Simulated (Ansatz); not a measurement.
# Decaying states in the gap of TlGeClF2

Aim: relax a made-up compound, TlGeClF2, and see how good a tunnel barrier it would be. It is built by putting Cl for part of the F in the TlGeF3 structure of space group P1, with the volume rescaled by atomic radii. The parent structure comes from the Materials Project.

Method: PBEsol DFT, plane waves, PAW files, in the first sound run; inputs show where later runs differ, in Ansatz 0.2.0.

Most raw output is cut from this account.

The structure was built from a prototype and need not be the compound's stable phase.

### Step 1. Starting point

It takes space group P1 (No. 1, triclinic). Conventional cell: a = 4.971 Å, b = 4.983 Å, c = 5.117 Å, α = 101.86°, β = 93.83°, γ = 90.37°. Tl has 2 F at 2.90 to 3.01 Å and 2 Cl at 3.08 to 3.21 Å nearest. Nearest to Ge lie 2 F at 2.00 to 2.01 Å and 1 Cl at 2.00 Å. F has 1 Ge at 2.00 Å nearest. Nearest to Cl lie 2 Ge at 2.00 to 3.15 Å and 2 Tl at 3.08 to 3.21 Å. Nearest to F lie 1 Ge at 2.01 Å. It derives from TlGeF3. Cl for part of the F in the TlGeF3 structure of space group P1. Farther neighbours and most contacts between anions are not listed.

### Step 2. Relaxing the new crystal

The substituted atoms don't fit the parent's cell, so cell and atoms relax together. A small smearing keeps the run stable in case the gap closes on the way.

Contents of input.yaml:

```yaml
crystal:
  lattice:
    - [4.9705942334, 0.0, 0.0]
    - [-0.0322315459, 4.9825027097, 0.0]
    - [-0.3419098462, -1.0535805679, 4.9960538798]
  atoms:
    - { symbol: Tl, position: [0.104629, 0.0334, 0.962179] }
    - { symbol: Ge, position: [0.518156, 0.498888, 0.494567] }
    - { symbol: F, position: [0.919565, 0.533056, 0.551512] }
    - { symbol: Cl, position: [0.477935, 0.537093, 0.886558] }
    - { symbol: F, position: [0.479715, 0.90756, 0.545182] }
kpoints:
  mp_grid: { grid: [4, 4, 4] }
scf:
  occupations: { method: gaussian, width: 0.03 }
hamiltonian:
  xc: pbesol
output:
  forces: true
  stress: true
relax:
  f_tol: 0.02
  max_steps: 60
  cell: {}
```

Started as:

```console
> ansatz run input.yaml --threads 2 --pin off --max-ram 4096MiB --backend cpu --events-out ev --progress --plain --runs-dir out
```

Elapsed: 1.7 min, on 2 threads of Arm Neoverse V2, shared host; peak memory 0.43 GiB; 3.3 min of CPU time.

Step by step:

```csv
step,energy less that of the first step (eV),largest force component (eV/Å),pressure (GPa),volume (Å³)
1,0.0000,4.7466,1.83,123.73
2,-0.8145,1.0680,-0.69,119.31
3,-1.0628,0.4728,0.93,115.95
4,-1.0909,0.2551,0.08,116.12
5,-1.1031,0.1569,0.11,113.92
6,-1.1085,0.0818,0.05,113.01
7,-1.1125,0.0295,0.07,112.29
8,-1.1140,0.0152,-0.02,112.68
9,-1.1150,0.0147,-0.01,112.51
10,-1.1155,0.0188,-0.02,112.40
11,-1.1157,0.0119,0.01,112.36
12*,-1.1225,0.0108,0.06,112.36
13,-1.1252,0.0213,0.04,112.57
14,-1.1222,0.1015,-0.19,113.39
15,-1.1262,0.0075,0.01,112.70
16,-1.1259,0.0076,-0.03,112.99
17*,-1.1281,0.0072,0.00,112.99
18,-1.1284,0.0243,0.03,112.94
19,-1.1283,0.0268,-0.02,113.00
20,-1.1284,0.0016,0.00,113.01
21*,-1.1286,0.0016,0.01,113.01
```

Relaxation steps marked * repeat the geometry before them on a plane-wave basis chosen anew for their cell, so energy and pressure can jump there. Relaxation steps 14, 19 were tried and not accepted.

```csv
cell as run,before,after,change
a (Å),4.971,4.646,-6.5 %
b (Å),4.983,4.673,-6.2 %
c (Å),5.117,5.558,+8.6 %
α (°),101.86,107.12,+5.2 %
β (°),93.83,101.31,+8.0 %
γ (°),90.37,88.89,-1.6 %
volume (Å³/atom),24.75,22.60,-8.7 %
```

The atoms that moved most (Å, as changes of fractional coordinates times the final cell):

```csv
atom,dx,dy,dz,length
Tl1,-0.158,0.280,-0.351,0.476
Cl4,0.286,0.085,0.334,0.448
F3,-0.057,-0.205,-0.041,0.216
Ge2,-0.092,-0.081,-0.010,0.123
F5,0.022,-0.079,0.068,0.107
```

Final coordinates:

```xyz
5
Lattice="4.6331 0.0491 -0.3471 0.0191 4.6634 -0.2996 -0.6779 -1.2923 5.3635" Properties=species:S:1:pos:R:3 pbc="T T T"
Tl   -0.3251   -0.8025    4.7632
Ge    1.9828    1.6317    2.3130
F     3.8394    1.6137    2.4379
Cl    1.9097    1.4670    4.7626
F     1.8921    3.4726    2.5540
```

This step gave:

* free energy: -18213.2475 eV
* Fermi energy: 5.082 eV
* pressure: 0.007283 GPa

The largest force component on a free atom ends at 0.0016 eV/Å.

### Step 3. Band edges

The energy window and the wavevectors of the next steps follow from the band edges, so these are searched first, off the mesh as well.

Contents of input.yaml:

```yaml
crystal:
  lattice:
    - [4.633146137, 0.049053969, -0.3470575484]
    - [0.0191281096, 4.6634220559, -0.2996481381]
    - [-0.6779307754, -1.2922702349, 5.3634768846]
  atoms:
    - { symbol: Tl, position: [0.0606535022, 0.0756187562, 0.8962215441] }
    - { symbol: Ge, position: [0.4977086128, 0.4805193783, 0.4902948132] }
    - { symbol: F, position: [0.9057216802, 0.4862373285, 0.5403069006] }
    - { symbol: Cl, position: [0.549627727, 0.5735877429, 0.955583559] }
    - { symbol: F, position: [0.4862884777, 0.8940337941, 0.5575911832] }
kpoints:
  mp_grid: { grid: [6, 6, 6] }
  band_path: { path: [VBM, CBM], npoints: 30 }
scf:
  occupations: { method: fixed }
hamiltonian:
  xc: pbesol
output:
  eigenvalues: true
  write_potential: true
  write_density: true
  volumetric_format: npy
```

Wall time 50 s (2 threads); peak memory 0.52 GiB.

Numbers from this step:

| Item | Value |
| --- | --- |
| free energy | -18213.2483 eV |
| Fermi energy | 3.418 eV |
| gap on the k-mesh | 3.327 eV |
| gap on path | 3.313 eV, by band count; negative where bands overlap |
| direct gap on path | 3.327 eV |
| edge places on path | 0, 1.401 1/A along the path |

The electronic bands at the labelled points (eV, zero at the Fermi level (highest filled level under fixed occupations); v1 is the highest filled band, c1 the lowest empty one):

```csv
point,v4,v3,v2,v1,c1,c2,c3,c4
VBM,-2.66,-1.66,-0.76,0.00,3.33,3.66,4.49,5.08
halfway,-2.68,-1.84,-1.78,-0.54,3.57,4.90,6.02,6.58
CBM,-2.66,-1.67,-0.75,-0.07,3.31,3.71,4.65,5.12
```

The searched edges give 3.31 eV, against 3.33 eV on the mesh.

### Step 4. Complex bands, plane (010)

This step: PBEsol DFT, plane waves, PAW files; complex bands by layer matching along the plane's normal (Ansatz 0.2.0).

The same crystal is laid in a cell whose first two vectors span the (010) plane (indices of the standard conventional cell, whose axes can be ordered otherwise than in the bulk input). At fixed energy and wavevector in the plane the solver finds all kz, real and complex. A few wavevectors are listed, (0, 0), (0.401, -0.4948) and (-0.5, -0.5) in units of the plane's reciprocal vectors; the slowest state needn't be among them.

Contents of input.yaml:

```yaml
crystal:
  lattice:
    - [5.558456331, 0.0, 0.0]
    - [-0.911364266, 4.556129227, 0.0]
    - [-1.3756562, -0.182687107, 4.46227023]
  atoms:
    - { symbol: Tl, position: [0.8962215441, 0.0606535022, 0.0756187562] }
    - { symbol: Ge, position: [0.4902948132, 0.4977086128, 0.4805193783] }
    - { symbol: F, position: [0.5403069006, 0.9057216802, 0.4862373285] }
    - { symbol: Cl, position: [0.955583559, 0.549627727, 0.5735877429] }
    - { symbol: F, position: [0.5575911832, 0.4862884777, 0.8940337941] }
kpoints:
  mp_grid: { grid: [6, 6, 6] }
scf:
  occupations: { method: fixed }
hamiltonian:
  xc: pbesol
output:
  eigenvalues: true
  transmission:
    leads: [[0, 0]]
    kpoints: [[0.0, 0.0], [0.401, -0.4948], [-0.5, -0.5]]
    e_range: [-1.0, 4.31]
    de: 0.13
```

The job ended after 40 s (2 threads; peak memory 0.71 GiB; 78 s of CPU time).

This step gave:

```
level to which the leads are filled                       : 1.664 eV from the Fermi level
decay constant at the filling level, zone centre          : 0.3708 Å⁻¹
decay constant at the filling level, slowest listed point : 0.3708 Å⁻¹
```

K parallel (0, 0); values up to 1.5 1/Å, a degenerate pair printed once or twice; energies at which all values exceed this have no row. The Im kz of the slowest decaying states by energy, zero at the highest filled level on the SCF mesh:

```csv
energy (eV),decay 1 (Å⁻¹),decay 2 (Å⁻¹),decay 3 (Å⁻¹),decay 4 (Å⁻¹)
-1.00,0.186,0.235,0.575,0.984
-0.61,0.412,0.524,0.637,0.979
-0.22,0.239,0.487,0.678,0.750
0.04,0.291,0.526,0.724,0.753
0.17,0.310,0.546,0.720,0.835
0.43,0.338,0.592,0.680,0.852
0.82,0.363,0.628,0.651,0.855
1.21,0.373,0.603,0.656,0.845
1.60,0.371,0.581,0.647,0.828
1.99,0.358,0.559,0.631,0.806
2.38,0.333,0.533,0.608,0.778
2.77,0.296,0.503,0.580,0.744
3.03,0.262,0.480,0.558,0.717
3.42,0.188,0.436,0.519,0.669
3.81,0.374,0.472,0.605,0.838
4.20,0.246,0.414,0.495,0.791
```

K parallel (0.401, -0.4948); values up to 1.5 1/Å, a degenerate pair printed once or twice; energies at which all values exceed this have no row. The Im kz of the slowest decaying states by energy, zero at the highest filled level on the SCF mesh:

```csv
energy (eV),decay 1 (Å⁻¹),decay 2 (Å⁻¹),decay 3 (Å⁻¹),decay 4 (Å⁻¹)
-1.00,0.371,0.522,0.563,0.894
-0.74,0.0478,0.410,0.486,0.516
-0.48,0.259,0.383,0.426,0.477
-0.22,0.0678,0.293,0.341,0.582
0.04,0.210,0.291,0.387,0.636
0.30,0.318,0.361,0.417,0.668
0.56,0.366,0.391,0.430,0.688
0.82,0.397,0.407,0.436,0.694
1.08,0.416,0.416,0.441,0.677
1.34,0.419,0.427,0.444,0.647
1.60,0.418,0.436,0.445,0.608
1.86,0.414,0.431,0.453,0.563
2.12,0.403,0.407,0.465,0.523
2.38,0.376,0.396,0.454,0.490
2.64,0.343,0.382,0.430,0.454
2.90,0.298,0.365,0.396,0.410
3.16,0.211,0.342,0.350,0.358
3.42,0.238,0.314,0.376,0.539
3.68,0.0766,0.275,0.376,0.482
3.94,0.228,0.358,0.401,0.836
4.20,0.180,0.240,0.277,0.323
```

K parallel (-0.5, -0.5); values up to 1.5 1/Å, a degenerate pair printed once or twice; energies at which all values exceed this have no row. Im kz of the slowest decaying states against energy, zero at the highest filled level on the SCF mesh:

```csv
energy (eV),decay 1 (Å⁻¹),decay 2 (Å⁻¹),decay 3 (Å⁻¹),decay 4 (Å⁻¹)
-1.00,0.376,0.523,0.952,1.10
-0.74,0.0577,0.419,0.481,0.926
-0.48,0.244,0.409,0.460,0.903
-0.22,0.250,0.340,0.516,0.882
0.04,0.136,0.298,0.391,0.581
0.30,0.297,0.367,0.411,0.633
0.56,0.366,0.396,0.412,0.667
0.82,0.410,0.411,0.679,0.837
1.08,0.419,0.425,0.671,0.823
1.34,0.422,0.435,0.646,0.812
1.60,0.422,0.443,0.607,0.801
1.86,0.418,0.434,0.485,0.536
2.12,0.402,0.411,0.501,0.774
2.38,0.374,0.401,0.481,0.756
2.64,0.339,0.388,0.455,0.735
2.90,0.289,0.371,0.422,0.655
3.16,0.201,0.351,0.382,0.573
3.42,0.325,0.335,0.470,0.782
3.68,0.291,0.378,0.785,1.15
3.94,0.0255,0.223,0.328,0.786
4.20,0.268,0.273,0.785,1.11
```

At the listed wavevectors the last open channel is at -0.09 eV and the next at +3.42 eV on the grid. At +1.60 eV, the grid energy nearest the filling level (the middle of the gap on the SCF mesh), the slowest state at the listed wavevectors decays with κ = 0.371 Å⁻¹, its amplitude falling by e over 2.7 Å. Through 1 nm of this crystal that state's transmission falls by exp(−2 × 0.371 Å⁻¹ × 10 Å) = 6.0e-4.

### Step 5. Decaying states in the gap, plane (100)

The same for the (100) plane, at (0, 0), (0.0052, 0.401) and (0, -0.5), to see how the decay depends on direction.

Contents of input.yaml:

```yaml
crystal:
  lattice:
    - [4.673078232, 0.0, 0.0]
    - [-1.636292938, 5.312154196, 0.0]
    - [0.090171364, -0.925845058, 4.55231572]
  atoms:
    - { symbol: Tl, position: [0.0756187562, 0.8962215441, 0.0606535022] }
    - { symbol: Ge, position: [0.4805193783, 0.4902948132, 0.4977086128] }
    - { symbol: F, position: [0.4862373285, 0.5403069006, 0.9057216802] }
    - { symbol: Cl, position: [0.5735877429, 0.955583559, 0.549627727] }
    - { symbol: F, position: [0.8940337941, 0.5575911832, 0.4862884777] }
kpoints:
  mp_grid: { grid: [6, 6, 6] }
scf:
  occupations: { method: fixed }
hamiltonian:
  xc: pbesol
output:
  eigenvalues: true
  transmission:
    leads: [[0, 0]]
    kpoints: [[0.0, 0.0], [0.0052, 0.401], [0.0, -0.5]]
    e_range: [-1.0, 4.31]
    de: 0.09
```

Wall time 59 s (2 threads); peak memory 0.65 GiB; 93 s of CPU time.

This step gave:

- decay constant at the filling level, zone centre: 0.3879 Å⁻¹
- decay constant at the filling level, slowest listed point: 0.347 Å⁻¹

K parallel (0, 0); values up to 1.5 1/Å, a degenerate pair printed once or twice; energies at which all values exceed this have no row. Im kz of the slowest decaying states against energy, zero at the highest filled level on the SCF mesh:

```csv
energy (eV),decay 1 (Å⁻¹),decay 2 (Å⁻¹),decay 3 (Å⁻¹),decay 4 (Å⁻¹)
-1.00,0.311,0.538,0.914,1.15
-0.82,0.187,0.319,0.567,0.929
-0.55,0.106,0.305,0.564,0.599
-0.37,0.213,0.348,0.614,0.648
-0.19,0.265,0.379,0.626,0.715
-0.01,0.301,0.403,0.634,0.768
0.08,0.314,0.413,0.637,0.788
0.26,0.337,0.429,0.642,0.816
0.53,0.361,0.448,0.644,0.834
0.71,0.373,0.458,0.644,0.835
0.89,0.381,0.466,0.641,0.833
1.16,0.389,0.475,0.635,0.823
1.34,0.391,0.480,0.629,0.814
1.52,0.391,0.484,0.622,0.804
1.79,0.386,0.489,0.608,0.786
1.97,0.380,0.493,0.597,0.773
2.15,0.371,0.497,0.584,0.759
2.42,0.354,0.507,0.557,0.735
2.60,0.339,0.527,0.712,0.717
2.78,0.321,0.521,0.673,0.698
3.05,0.288,0.513,0.610,0.665
3.23,0.260,0.508,0.563,0.640
3.50,0.206,0.491,0.505,0.594
3.68,0.153,0.472,0.475,0.557
3.86,0.0486,0.446,0.449,0.510
4.13,0.398,0.399,0.405,0.787
4.31,0.177,0.364,0.369,0.768
```

K parallel (0.0052, 0.401); values up to 1.5 1/Å, a degenerate pair printed once or twice; energies at which all values exceed this have no row. Im kz of the slowest decaying states against energy, zero at the highest filled level on the SCF mesh:

```csv
energy (eV),decay 1 (Å⁻¹),decay 2 (Å⁻¹),decay 3 (Å⁻¹),decay 4 (Å⁻¹)
-1.00,0.464,0.525,0.584,0.851
-0.73,0.0714,0.314,0.570,0.658
-0.46,0.232,0.599,0.770,0.790
-0.19,0.288,0.618,0.767,0.833
-0.01,0.109,0.309,0.627,0.769
0.08,0.171,0.316,0.630,0.770
0.35,0.270,0.326,0.637,0.771
0.62,0.317,0.338,0.639,0.769
0.89,0.338,0.351,0.637,0.765
1.16,0.348,0.358,0.632,0.758
1.43,0.350,0.360,0.624,0.748
1.70,0.347,0.357,0.613,0.734
1.88,0.341,0.351,0.604,0.723
2.15,0.328,0.339,0.589,0.702
2.42,0.306,0.323,0.570,0.676
2.69,0.262,0.312,0.549,0.641
2.96,0.204,0.292,0.525,0.590
3.23,0.104,0.257,0.496,0.508
3.50,0.190,0.359,0.464,0.715
3.77,0.244,0.425,0.710,0.813
4.04,0.241,0.304,0.378,0.704
4.31,0.299,0.307,0.322,0.700
```

K parallel (0, -0.5); values up to 1.5 1/Å, a degenerate pair printed once or twice; energies at which all values exceed this have no row. Table of Im kz of the slowest decaying states by energy, zero at the highest filled level on the SCF mesh:

```csv
energy (eV),decay 1 (Å⁻¹),decay 2 (Å⁻¹),decay 3 (Å⁻¹),decay 4 (Å⁻¹)
-1.00,0.527,0.541,0.859,1.13
-0.82,0.521,0.559,0.874,1.09
-0.55,0.161,0.199,0.592,0.751
-0.37,0.255,0.607,0.772,1.06
-0.19,0.287,0.618,0.786,1.08
-0.01,0.308,0.627,0.796,1.10
0.08,0.133,0.315,0.630,0.800
0.26,0.227,0.322,0.634,0.806
0.53,0.314,0.637,0.812,1.06
0.71,0.330,0.637,0.813,1.05
0.89,0.341,0.636,0.813,1.04
1.16,0.351,0.630,0.809,1.03
1.34,0.354,0.625,0.805,1.03
1.52,0.353,0.619,0.798,1.06
1.79,0.349,0.607,0.784,1.02
1.97,0.342,0.597,0.771,1.00
2.15,0.334,0.587,0.756,0.987
2.42,0.300,0.330,0.568,0.727
2.60,0.270,0.327,0.554,0.704
2.78,0.238,0.318,0.539,0.636
3.05,0.175,0.294,0.513,0.520
3.23,0.106,0.270,0.430,0.493
3.50,0.158,0.202,0.460,0.725
3.68,0.115,0.434,0.719,0.877
3.86,0.246,0.404,0.711,0.862
4.13,0.307,0.332,0.701,0.836
4.31,0.192,0.359,0.694,0.817
```

At the listed wavevectors the last open channel is at -0.01 eV and the next at +3.32 eV on the grid. At +1.70 eV, the grid energy nearest the filling level (the middle of the gap on the SCF mesh), the slowest state at the listed wavevectors decays with κ = 0.347 Å⁻¹, its amplitude falling by e over 2.9 Å; the first such run, plane (010), gave 0.371 Å⁻¹.

(Continued in part 2 of 2.)

[Logs are printed without paths, hosts, clocks, repeated set-up lines and the standing remarks that a program may print on its own settings, such as how far it seeks lower states.]

[Hosts, paths, dates, database ids (printed as entryN), source tags and the programs' standing remarks are cut or masked in the printed files.]
